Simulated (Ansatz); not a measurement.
# Electron–phonon scattering in Au-Nb-Au stack of (100) layers

How good a conductor is Au-Nb-Au stack of (100) layers when only phonons scatter, and how much computing does the answer need?

Main program and level: Ansatz 0.2.0; DFT LDA, scalar-relativistic, plane waves, PAW; PAW set soft_1.

### Step 1. Set-up

The cell holds 3 atoms: 2 Au and 1 Nb. Its edges and angles: a = 2.940 Å, b = 2.940 Å, c = 15.158 Å, α = 90.0°, β = 90.0°, γ = 90.0°. Vacuum lies along c.

### Step 2. A first look on a coarse mesh

A single point on a coarse mesh shows the starting pressure, whether the crystal is a metal and what a step costs.

The input, input.yaml:

```yaml
crystal:
  lattice:
    - [2.93997, 0.0, 0.0]
    - [0.0, 2.93997, 0.0]
    - [0.0, 0.0, 15.15774]
  atoms:
    - { symbol: Au, position: [0.0, 0.0, 0.36285094] }
    - { symbol: Nb, position: [0.5, 0.5, 0.5] }
    - { symbol: Au, position: [0.0, 0.0, 0.63714906] }
  periodic: [true, true, false]
kpoints:
  mp_grid: { grid: [6, 6, 1] }
hamiltonian:
  xc: lda
  pseudopotentials: { kind: paw, azcp: { folder: soft_1 }, xc_functional: pbe }
scf:
  occupations: { method: gaussian, width: 0.1 }
output:
  forces: true
  stress: true
  eigenvalues: true
```

Command:

```bash
> ansatz run input.yaml --threads 8 --pin off --max-ram 20480MiB --backend cpu --events-out ev --progress --plain --runs-dir out
```

Numbers of over 12 decimals in the logs are rounded to 6 here.

The program printed:

```text
[the first part of the log is left out]
Entropy (-TS):   -0.014869 eV (-4.956 meV/atom)
Fermi energy:    -4.790721 eV
--- Per-component energies (eV) ---
  E_band       = -1747.480213
  E_kinetic    = 1523.302257
  E_local      = -165614.770355  (includes V_loc(G=0)·N_el)
  E_nonlocal   = 308.659743
  E_hartree    = 81838.942127
  E_xc         = -589.172537
  E_vxc        = -717.941434  (∫ρ·V_xc dr)
  E_paw        = -21868.829716  (= ΣΔE_a)
  E_vpaw       = -924.615999  (= ΣTr[D̂ρ^β])
  E_aug_tail   = 0.003082  (compensation charges beyond the density's cutoff)
  E_ewald      = 74226.361228
  E_core_change = 1.471186  (= ΣΔE_core)
  E_smearing   = -0.014869  (= −TS)
  E_closure    = 0.000000  (closes the sum)
  Σ components = -30174.047853   (vs F -30174.047853, Δ=0.00e0)
--- Forces (eV/Å), atoms counted from 1 ---
  atom   1  Au    -0.00000000    -0.00000000     1.21508561
  atom   2  Nb    -0.00000000     0.00000000     0.00000000
  atom   3  Au    -0.00000000     0.00000000    -1.21508561
  max |Σ_I F_I| component: 2.22e-16 eV/Å
--- 2D stress c σ (N/m, compression-positive) ---
      -11.039774       0.000000       0.000000
        0.000000     -11.039774       0.000000
        0.000000       0.000000       0.000000
  P = ½ c Tr σ = -11.0398 N/m
--- Band table (eV; the first three rows and the last of 10) ---
  k-point 0: bands = ["-110.4587", "-110.4587", "-61.6986", "-61.6947", "-61.6193", "-61.6193", "-61.6192", "-61.6192", "-59.9388", "-36.1153", "-35.6226", "-35.6226", "-12.4077", "-11.3868", "-10.4773", "-10.4300", "-10.3050", "-8.6573", "-8.2863", "-8.2863", "-8.0805", "-8.0805", "-7.4182", "-7.3908", "-6.7712", "-6.4781", "-4.1428", "-3.4331", "-2.6488", "-2.6488", "-1.4265"]
  k-point 1: bands = ["-110.4579", "-110.4579", "-61.6957", "-61.6927", "-61.6428", "-61.6424", "-61.6175", "-61.6175", "-59.9203", "-36.0935", "-35.8100", "-35.6063", "-11.8247", "-10.9763", "-10.2947", "-9.9355", "-9.9101", "-8.7922", "-8.6312", "-8.5337", "-8.2235", "-8.0958", "-7.6924", "-7.6826", "-6.3546", "-5.9085", "-4.3621", "-3.5576", "-2.5164", "-2.0483", "-1.3681"]
  k-point 2: bands = ["-110.4565", "-110.4565", "-61.6913", "-61.6890", "-61.6883", "-61.6880", "-61.6140", "-61.6140", "-59.8831", "-36.1710", "-36.0497", "-35.5735", "-10.7453", "-10.7082", "-10.1036", "-9.2877", "-9.1717", "-8.8142", "-8.3283", "-8.2680", "-8.1719", "-8.1366", "-7.9798", "-7.9752", "-6.1450", "-4.8491", "-4.3179", "-2.9896", "-2.4455", "-2.3305", "-0.4066"]
  k-point 9: bands = ["-110.4529", "-110.4529", "-61.7030", "-61.7030", "-61.7029", "-61.7029", "-61.6793", "-61.6789", "-59.7920", "-36.2475", "-36.2475", "-35.9478", "-10.5444", "-10.1786", "-10.0135", "-10.0135", "-10.0094", "-9.3433", "-9.3433", "-8.1379", "-6.5112", "-6.5101", "-6.1604", "-5.0976", "-5.0976", "-2.5931", "-1.8028", "-1.8028", "-0.6661", "0.2450", "0.5459"]
```

Run time: 1.4 s. Hardware: 8 threads of Arm Neoverse V1, shared host; peak memory 0.69 GiB; 8.1 s of CPU time.

This step gave:

| Quantity | Value |
| --- | --- |
| metallic on mesh | yes |
| gap on the k-mesh | 0 eV |

### Step 3. Rough relaxation

The start is far from rest, so a relaxation with loose thresholds does the first part.

Edit input.yaml of step 2 so:

```diff
@@ -21 +21,6 @@
   eigenvalues: true
+relax:
+  adjacent_minimum: "off"
+  f_tol: 0.05
+  max_steps: 80
+  cell: { stress_2d_tol: 0.02 }
```

The program printed:

```text
Warning: crystal.periodic: the lattice vector that does not repeat stood 0.000° off the slab's normal, 15.158 Å along it as the deck builds it. The run solves the slab on a vector along the normal, 32.115 Å long, with every atom where it was (on the deck's vector they left 11.00 Å outside them, and the widest stretch free of ions among them is 2.08 Å). A fractional position that the run reports is one of the run's ce [...]
[...]
crystal.periodic: the lattice vector that does not repeat stood 0.000° off the slab's normal, 15.158 Å along it as the deck builds it. The run solves the slab on a vector along the normal, 32.115 Å long, with every atom where it was (on the deck's vector they left 11.00 Å outside them, and the widest stretch free of ions among them is 2.08 Å). A fractional position that the run reports is one of the run's cell, which [...]
[...]
Crystal: 3 atoms, lattice volume = 277.588 Å³
Basis set: ecut = 420 eV, 5335 PW (Γ)
Bands: 31, of which v1, the nominal top of the filled ones, is band 26 counted from 1 (25 counted from 0)
Symmetry: 16 space group operations
[...]
k-points: 10 of 36
[...]
SCF iter   1: F=—  HF=-30175.969321 eV  |F-HF|=—  |Δ(HF+E_count)|=         —  Δρ=4.15e-2  dr2=8.73e0  ethr=3.10e-3  ⟨swp⟩=13.6  Hψ=2231  notcnv=0
[...]
SCF iter  10: F=-30174.047853 eV  HF=-30174.047853 eV  |F-HF|=6.65e-9  |Δ(HF+E_count)|=   5.24e-8  Δρ=3.95e-6  dr2=3.62e-8  ethr=1.96e-10  ⟨swp⟩=15.9  Hψ=1881  notcnv=0
SCF 1 converged in 10 iterations: F = -30174.047853 eV  dr2 = 3.62e-8
[...]
relax step   1: F+E_penalty+E_count = -30174.04785335 eV  Δ(F+E_penalty+E_count) = +0.000e0 eV  max|allowed force component| = 1.215e0 eV/Å  Δτ_max = 0.0000 Å  P = -11.040 N/m  Ω = 277.588 Å³  fix = [c, alpha, beta]  reactions: c +0.000 N/m  (10 SCF iters, dr2 threshold 1.00e-7 eV, accepted)
Crystal: 3 atoms, lattice volume = 265.065 Å³
Basis set: ecut = 420 eV, 5175 PW (Γ)
[...]
iter 1 solved again at ethr=2.48e-3 eV; its pass at ethr=3.10e-3 eV (dr2=1.26e0 eV) is discarded
[...]
SCF iter   9: F=-30174.423314 eV  HF=-30174.423314 eV  |F-HF|=1.88e-8  |Δ(HF+E_count)|=   3.86e-8  Δρ=3.09e-6  dr2=3.45e-8  ethr=5.88e-10  ⟨swp⟩=15.7  Hψ=1832  notcnv=0
SCF 2 converged in 9 iterations: F = -30174.423314 eV  dr2 = 3.45e-8
relax step   2: F+E_penalty+E_count = -30174.42331445 eV  Δ(F+E_penalty+E_count) = -3.755e-1 eV  max|allowed force component| = 2.478e-1 eV/Å  Δτ_max = 0.1935 Å  P = -0.261 N/m  Ω = 265.065 Å³  energy of the carried Pulay correction = +4.442e-4 eV  fix = [c, alpha, beta]  reactions: c +0.000 N/m  (9 SCF iters, dr2 threshold 3.00e-7 eV, accepted)
Crystal: 3 atoms, lattice volume = 260.796 Å³
Basis set: ecut = 420 eV, 5135 PW (Γ)
[...]
SCF iter   8: F=-30174.448646 eV  HF=-30174.448646 eV  |F-HF|=2.65e-9  |Δ(HF+E_count)|=   1.32e-6  Δρ=5.29e-6  dr2=4.17e-8  ethr=5.88e-10  ⟨swp⟩=11.7  Hψ=1755  notcnv=0
SCF 3 converged in 8 iterations: F = -30174.448646 eV  dr2 = 4.17e-8
relax step   3: F+E_penalty+E_count = -30174.44864573 eV  Δ(F+E_penalty+E_count) = -2.533e-2 eV  max|allowed force component| = 1.062e-2 eV/Å  Δτ_max = 0.0621 Å  P = -2.022 N/m  Ω = 260.796 Å³  energy of the carried Pulay correction = +6.003e-4 eV  fix = [c, alpha, beta]  reactions: c +0.000 N/m  (8 SCF iters, dr2 threshold 3.00e-7 eV, accepted)
[...]
relax step   4: F+E_penalty+E_count = -30174.43543856 eV  Δ(F+E_penalty+E_count) = +1.321e-2 eV  max|allowed force component| = 2.010e-1 eV/Å  Δτ_max = 0.1968 Å  P = +1.267 N/m  Ω = 238.706 Å³  energy of the carried Pulay correction = +1.450e-3 eV  fix = [c, alpha, beta]  (8 SCF iters, dr2 threshold 3.00e-7 eV, rejected (line search))
[...]
relax step   5: F+E_penalty+E_count = -30174.47378410 eV  Δ(F+E_penalty+E_count) = -2.514e-2 eV  max|allowed force component| = 4.468e-2 eV/Å  Δτ_max = 0.0762 Å  P = -0.773 N/m  Ω = 251.232 Å³  energy of the carried Pulay correction = +9.593e-4 eV  fix = [c, alpha, beta]  reactions: c +0.000 N/m  (13 SCF iters, accepted)
[...]
relax step   6: F+E_penalty+E_count = -30174.47503623 eV  Δ(F+E_penalty+E_count) = -1.252e-3 eV  max|allowed force component| = 9.809e-3 eV/Å  Δτ_max = 0.0052 Å  P = +0.089 N/m  Ω = 249.216 Å³  energy of the carried Pulay correction = +1.037e-3 eV  fix = [c, alpha, beta]  reactions: c +0.000 N/m  (6 SCF iters, dr2 threshold 3.00e-7 eV, accepted)
[...]
relax step   7: F+E_penalty+E_count = -30174.47504904 eV  Δ(F+E_penalty+E_count) = -1.281e-5 eV  max|allowed force component| = 1.757e-3 eV/Å  Δτ_max = 0.0012 Å  P = -0.016 N/m  Ω = 249.311 Å³  energy of the carried Pulay correction = +1.033e-3 eV  fix = [c, alpha, beta]  reactions: c +0.000 N/m  (6 SCF iters, dr2 threshold 9.94e-9 eV, accepted)
[...]
relax step   8: F+E_penalty+E_count = -30174.47403376 eV  Δ(F+E_penalty+E_count) = +1.015e-3 eV  max|allowed force component| = 1.677e-3 eV/Å  Δτ_max = 0.0000 Å  P = -0.020 N/m  Ω = 249.311 Å³  fix = [c, alpha, beta]  reactions: c +0.000 N/m  stress off target by 2.02e-2 N/m on what of the cell is left free  SCF on the basis re-selected at this cell (its energy is not comparable with the rows above)  (8 SCF iters)
[...]
relax step   9: F+E_penalty+E_count = -30174.47403597 eV  Δ(F+E_penalty+E_count) = -2.215e-6 eV  max|allowed force component| = 3.121e-5 eV/Å  Δτ_max = 0.0000 Å  P = +0.000 N/m  Ω = 249.277 Å³  energy of the carried Pulay correction = +1.494e-6 eV  fix = [c, alpha, beta]  reactions: c +0.000 N/m  (5 SCF iters, dr2 threshold 5.08e-10 eV, accepted)
[...]
SCF iter   1: F=—  HF=-30174.474051 eV  |F-HF|=—  |Δ(HF+E_count)|=         —  Δρ=1.46e-6  dr2=3.59e-9  ethr=2.00e-7  ⟨swp⟩=6.6  Hψ=3758  notcnv=0
eigensolver tolerance schedule: the retry pair's looser diagonalisation over-reported the residual by 28339.30 of it (diagonalisation noise at an unbounded share of the residual, at the tolerance the schedule requests for it); recorded, not acted on — ethr = c·dr2/N_el stays at c = 1.0e-1
SCF iter   2: F=—  HF=-30174.474034 eV  |F-HF|=—  |Δ(HF+E_count)|=   1.62e-5  Δρ=1.56e-6  dr2=5.43e-9  ethr=7.05e-12  ⟨swp⟩=7.5  Hψ=1457  notcnv=0
[...]
SCF iter  10: F=-30174.474034 eV  HF=-30174.474034 eV  |F-HF|=1.09e-11  |Δ(HF+E_count)|=  4.00e-11  Δρ=6.66e-9  dr2=7.52e-14  ethr=1.00e-12  ⟨swp⟩=7.1  Hψ=1674  notcnv=0
SCF 10 converged in 10 iterations: F = -30174.474034 eV  dr2 = 7.52e-14
relax step  10: F+E_penalty+E_count = -30174.47403448 eV  Δ(F+E_penalty+E_count) = +1.488e-6 eV  max|allowed force component| = 3.969e-5 eV/Å  Δτ_max = 0.0000 Å  P = +0.000 N/m  Ω = 249.277 Å³  fix = [c, alpha, beta]  reactions: c +0.000 N/m  stress off target by 4.07e-4 N/m on what of the cell is left free  SCF on the basis re-selected at this cell (its energy is not comparable with the rows above)  (10 SCF iters)
[...]
SCF converged after 10 iterations
Free energy (F): -30174.474034 eV
[...]
Internal energy: -30174.462249 eV  (E = F + TS)
E sigma→0 (E₀):  -30174.468142 eV
Entropy (-TS):   -0.011786 eV (-3.929 meV/atom)
Fermi energy:    -4.814804 eV
[...]
--- Forces (eV/Å), atoms counted from 1 ---
  atom   1  Au     0.00000000     0.00000000    -0.00003969
  atom   2  Nb    -0.00000000    -0.00000000     0.00000000
  atom   3  Au     0.00000000     0.00000000     0.00003969
  max |Σ_I F_I| component: 4.96e-24 eV/Å
--- 2D stress c σ (N/m, compression-positive) ---
        0.000407       0.000000       0.000000
        0.000000       0.000407       0.000000
        0.000000       0.000000       0.000000
  P = ½ c Tr σ = 0.0004 N/m
--- Band table (eV; the first three rows and the last of 10) ---
  k-point 0: bands = [... 22 lower, -7.4270, -7.3994, -7.1971, -6.7189, -4.3864, -3.6739, -2.0692, -2.0692, ... 1 higher]
  k-point 1: bands = [... 22 lower, -7.8023, -7.7879, -6.6467, -6.0343, -4.4896, -3.6032, -1.9053, -1.3394, ... 1 higher]
  k-point 2: bands = [... 22 lower, -8.3150, -8.1574, -6.3997, -4.9757, -4.0425, -2.5517, -2.1179, -1.6890, ... 1 higher]
  k-point 9: bands = [... 22 lower, -6.1850, -5.0900, -5.0900, -2.0903, -1.3702, -1.3702, 0.5702, 1.5971, ... 1 higher]
--- Relaxed structure (8 steps of the walk, 7 accepted, 2 SCFs on fresh bases) ---
  F+E_penalty+E_count = -30174.47403448 eV   max|allowed force component| = 3.969e-5 eV/Å   (the final SCF, on the basis selected at the relaxed cell)
  cell:  # Å, volume = 249.2772 Å³
    - [2.786019, 0, 0.0]
    - [0, 2.786019, 0.0]
    - [0.0, 0.0, 32.115479]
  atoms:
    - { symbol: Au, position: [0, 0, 0.172781] }
    - { symbol: Nb, position: [0.5, 0.5, 0.235988] }
    - { symbol: Au, position: [0, 0, 0.299196] }
```

The job ended after 12 s (8 threads; peak memory 0.7 GiB; 80 s of CPU time).

Step by step:

| step | energy less that of the first step (eV) | largest force component (eV/Å) | volume (Å³) |
| --- | --- | --- | --- |
| 1 | 0.0000 | 1.2151 | 277.59 |
| 2 | -0.3755 | 0.2478 | 265.07 |
| 3 | -0.4008 | 0.0106 | 260.80 |
| 4 | -0.3876 | 0.2010 | 238.71 |
| 5 | -0.4259 | 0.0447 | 251.23 |
| 6 | -0.4272 | 0.0098 | 249.22 |
| 7 | -0.4272 | 0.0018 | 249.31 |
| 8* | -0.4262 | 0.0017 | 249.31 |
| 9 | -0.4262 | 0.0000 | 249.28 |
| 10* | -0.4262 | 0.0000 | 249.28 |

Relaxation steps marked * repeat the geometry before them on a plane-wave basis chosen anew for their cell, so energy and pressure can jump there. Relaxation step 4 was tried and not accepted.

Forces are held to the 16 operations that the run works with; a distortion that breaks them can't arise in this run.

| cell as run | before | after | change |
| --- | --- | --- | --- |
| a (Å) | 2.940 | 2.786 | -5.2 % |
| b (Å) | 2.940 | 2.786 | -5.2 % |

The atoms that moved most (Å, along periodic axes as changes of fractional coordinates times the final cell, across vacuum about the mean position):

| atom | dx | dy | dz | length |
| --- | --- | --- | --- | --- |
| Au1 | 0.000 | 0.000 | 0.049 | 0.049 |
| Au3 | 0.000 | 0.000 | -0.049 | 0.049 |

The relaxed structure:

```xyz
3
Lattice="2.7860 0.0000 0.0000 0.0000 2.7860 0.0000 0.0000 0.0000 32.1155" Properties=species:S:1:pos:R:3
Au    0.0000    0.0000    5.5489
Nb    1.3930    1.3930    7.5789
Au    0.0000    0.0000    9.6088
```

The relaxation ends with a largest force component of 4.0e-5 eV/Å.

### Step 4. Relaxing cell and atoms

Lattice constant and positions set the bands and the force constants, so the cell is relaxed first.

input.yaml, the sections that differ from step 3:

```yaml
crystal:
  lattice:
    - [2.7860191149, 0.0, 0.0]
    - [0.0, 2.7860191149, 0.0]
    - [0.0, 0.0, 32.1154791709]
  atoms:
    - { symbol: Au, position: [0.0, 0.0, 0.1727806153] }
    - { symbol: Nb, position: [0.5, 0.5, 0.2359880717] }
    - { symbol: Au, position: [0.0, 0.0, 0.299195528] }
  periodic: [true, true, false]
kpoints:
  mp_grid: { grid: [10, 10, 1] }
output:
  forces: true
  stress: true
  eigenvalues: true
  write_density: true
  write_potential: true
  elf: true
  volumetric_format: npy
relax:
  adjacent_minimum: "off"
  f_tol: 0.005
  max_steps: 80
  cell: { stress_2d_tol: 0.02 }
# hamiltonian, scf: as in step 3
```

The program printed:

```text
[the first part of the log is left out]
  E_paw        = -21868.311379  (= ΣΔE_a)
  E_vpaw       = -923.570195  (= ΣTr[D̂ρ^β])
  E_aug_tail   = 0.002988  (compensation charges beyond the density's cutoff)
  E_ewald      = 83258.077894
  E_core_change = 1.471186  (= ΣΔE_core)
  E_smearing   = -0.016921  (= −TS)
  E_closure    = -0.000000  (closes the sum)
  Σ components = -30174.433169   (vs F -30174.433169, Δ=0.00e0)
--- Forces (eV/Å), atoms counted from 1 ---
  atom   1  Au     0.00000000     0.00000000     0.00114835
  atom   2  Nb     0.00000000    -0.00000000     0.00000000
  atom   3  Au     0.00000000     0.00000000    -0.00114835
  max |Σ_I F_I| component: 2.17e-19 eV/Å
--- 2D stress c σ (N/m, compression-positive) ---
       -0.003337       0.000000       0.000000
        0.000000      -0.003337       0.000000
        0.000000       0.000000       0.000000
  P = ½ c Tr σ = -0.0033 N/m
--- Band table (eV; the first three rows and the last of 21) ---
[...]
--- Relaxed structure (4 steps of the walk, 4 accepted, 1 SCFs on fresh bases) ---
[...]
cell:  # Å, volume = 252.4407 Å³
    - [2.803641, 0, 0.0]
    - [0, 2.803641, 0.0]
    - [0.0, 0.0, 32.1154791709]
  atoms:
    - { symbol: Au, position: [0, 0, 0.173918] }
    - { symbol: Nb, position: [0.500000, 0.500000, 0.235988] }
    - { symbol: Au, position: [0, 0, 0.298058] }
```

It took 11 s on 8 threads; peak memory 0.78 GiB.

The steps of the relaxation:

| step | energy less that of the first step (eV) | largest force component (eV/Å) | volume (Å³) |
| --- | --- | --- | --- |
| 1 | 0.0000 | 0.1239 | 249.28 |
| 2 | 0.0001 | 0.1906 | 251.12 |
| 3 | -0.0048 | 0.0190 | 253.32 |
| 4 | -0.0052 | 0.0012 | 252.44 |
| 5 | -0.0053 | 0.0011 | 252.44 |

The log counts 1 steps on a newly chosen plane-wave basis, not all of them marked here; energy and pressure can jump at such steps.

| cell as run | before | after | change |
| --- | --- | --- | --- |
| a (Å) | 2.786 | 2.804 | +0.6 % |
| b (Å) | 2.786 | 2.804 | +0.6 % |

The atoms that moved most (Å, along periodic axes as changes of fractional coordinates times the final cell, across vacuum about the mean position):

| atom | dx | dy | dz | length |
| --- | --- | --- | --- | --- |
| Au1 | 0.000 | 0.000 | 0.037 | 0.037 |
| Au3 | 0.000 | 0.000 | -0.037 | 0.037 |

Final coordinates:

```xyz
3
Lattice="2.8036 0.0000 0.0000 0.0000 2.8036 0.0000 0.0000 0.0000 32.1155" Properties=species:S:1:pos:R:3
Au    0.0000    0.0000    5.5855
Nb    1.4018    1.4018    7.5789
Au    0.0000    0.0000    9.5723
```

Electrostatic potential energy in the ca plane at fractional y = 0.000, with atoms of Au within 0.2 Å of it. With pseudopotentials it is smooth inside the atoms' cores, unlike the true potential.

Values in eV, 5 rows by 16 columns, each cell a mean:
```
  0   0   0   0 -10 -50 -28  -4 -11 -50 -27  -1   0   0   0   0
  0   0   0   0  -3 -20 -10  -6  -6 -20  -9  -1   0   0   0   0
  0   0   0   0  -2  -6  -5  -7  -5  -6  -3   0   0   0   0   0
  0   0   0   0  -5 -33 -15  -5  -7 -33 -15  -1   0   0   0   0
  0   0   0   0 -12 -53 -31  -3 -12 -53 -31  -1   0   0   0   0
```
Columns run along c (16.0 Å, from fractional 0.00 to 0.50 of the cell; values clipped at the 3rd and 97th percentile), rows up along a (2.8 Å). Atoms in or near the plane, at fractional coordinates: Au at (0.17, 0.00), Au at (0.30, 0.00).

ELF in the ca plane at fractional y = 0.000, with atoms of Au within 0.2 Å of it. It is the smooth field of the valence electrons, not physical close to the nuclei.

Ten even steps from '0' (0.00) to '9' (0.80), each cell a mean:
```
00000000001245687543333356876432100000000000
00000000001234565443333345655321000000000000
00000000000123444333333333443221000000000000
00000000000123333333443333333211000000000000
00000000000123333333443333333211000000000000
00000000001233455433333344554321000000000000
00000000001235676543333356765431000000000000
00000000001246798643333357986432100000000000
```
Columns run along c (16.0 Å, from fractional 0.00 to 0.50 of the cell), rows up along a (2.8 Å). Atoms in or near the plane, at fractional coordinates: Au at (0.17, 0.00), Au at (0.30, 0.00).

Valence density in the ca plane at fractional y = 0.000, with atoms of Au within 0.2 Å of it. It is the smooth field of the valence electrons, not physical close to the nuclei.

Ten steps, logarithmic in the rise over the least value, from '0' (0 e/Å³) to '9' (14 e/Å³), each cell a mean:
```
00000000000126899742112368997310000000000000
00000000000024677532222246775210000000000000
00000000000012344322222234442100000000000000
00000000000001222222222222221100000000000000
00000000000012233222222223332100000000000000
00000000000013565422222235654200000000000000
00000000000025788632112357886310000000000000
00000000000136899742112368997410000000000000
```
Columns run along c (16.0 Å, from fractional 0.00 to 0.50 of the cell), rows up along a (2.8 Å). Atoms in or near the plane, at fractional coordinates: Au at (0.17, 0.00), Au at (0.30, 0.00).

The relaxation ends with a largest force component of 0.0011 eV/Å.

[end of part 1 of 3]

[Logs are printed without paths, hosts, clocks, repeated set-up lines and the standing remarks that a program may print on its own settings, such as how far it seeks lower states.]

[Hosts, paths, dates, database ids (printed as entryN), source tags and the programs' standing remarks are cut or masked in the printed files.]
